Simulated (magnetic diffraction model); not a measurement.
## Moment size from magnetic intensity in ErLu4Sc3

Space group Pnma (no. 62), a = 7.8580 Å, b = 8.9140 Å, c = 11.3630 Å.

```csv
site,atom,x,y,z
8d,Lu,0.3206,0.5710,0.5621
4c,Lu,0.8568,1/4,0.2174
4c,Lu,0.5269,1/4,0.9913
4c,Er,0.6919,1/4,0.7112
8d,Sc,0.4362,0.4969,0.8226
4c,Sc,0.8996,1/4,0.9582
```

This is a made-up structure (elements placed in a structure type, unrelaxed), so the numbers test the method and describe no known phase.

Only Er is taken to order (form factors of Er3+); orders and moment sizes are assumed, and not adapted to the symmetry. Radiation: neutrons of λ = 2.0775 Å, 3° to 40°; isotropic B of 0.42 Å² (Lu), 0.46 Å² (Er) and 0.67 Å² (Sc). The intensities are simulated: I ∝ L Σ (|F_N|² + |F_M⊥|²) for unpolarised neutrons, with F_M = 2.695 fm/μB × Σ f(s) S exp(2πi Q·r) exp(−B s²) at Q = H ± k (one set where k and −k are equivalent), only the part normal to Q counting and L = 1/(sin²θ cos θ). For a modulated order the moment at position r is S exp(−2πi k·r) + c.c., with S = m/2 for a sine wave of amplitude m and S = m(u + iv)/2 for moments turning in a plane, u and v being orthogonal unit vectors in it; the phase factor of the sum at Q = H + k is then exp(2πi H·r). Form factors are spin-only for 3d ions and dipole or tabulated for f ions, scattering lengths are Sears's of 1992, and absorption is left out. A label names one of the reflections at its angle. The strongest nuclear line in the range is 100, and lines under 0.2 are left out.

In a first state the assumed order is k = (1/6 0 0), moments turning in the plane of [010] and [001], 5.4 μB on Er; signs + at (0.6919, 1/4, 0.7112), − at (0.3081, 3/4, 0.2888), + at (0.8081, 3/4, 0.2112), − at (0.1919, 1/4, 0.7888), with this pattern:

```csv
2θ (°),index,nuclear,magnetic
12.65,(5/6 0 0),0.0,84.3
16.46,(5/6 0 1),0.0,10.8
17.04,(0 1 1),4.8,0.0
17.22,(1/6 1 1),0.0,6.1
17.74,(7/6 0 0),0.0,42.3
18.45,(5/6 1 0),0.0,8.4
20.66,(7/6 0 1),0.0,7.4
21.22,(1/6 0 2),0.0,7.5
21.27,(5/6 1 1),0.0,74.2
22.29,(7/6 1 0),0.0,6.3
22.90,(1 1 1),6.2,0.0
24.65,(5/6 0 2),0.0,21.1
24.69,(7/6 1 1),0.0,61.0
27.68,(7/6 0 2),0.0,18.5
28.15,(5/6 1 2),0.0,4.4
29.42,(1 1 2),1.6,0.0
```
(The table stops after 16 lines; 30 more lie at higher angle.)

**Question.** Nearer the ordering temperature the line at 12.65° has total intensity 60.9 on the same scale, and all moments have shrunk alike. How large is the Er moment?

The nuclear part, 0.0, stays, so the magnetic part is 60.9 against 84.3. It goes as m², so m = 5.4 × √(60.9/84.3) = 4.59 μB; the value used was 4.59 μB.

[Logs are printed without paths, hosts, clocks, repeated set-up lines and the standing remarks that a program may print on its own settings, such as how far it seeks lower states.]
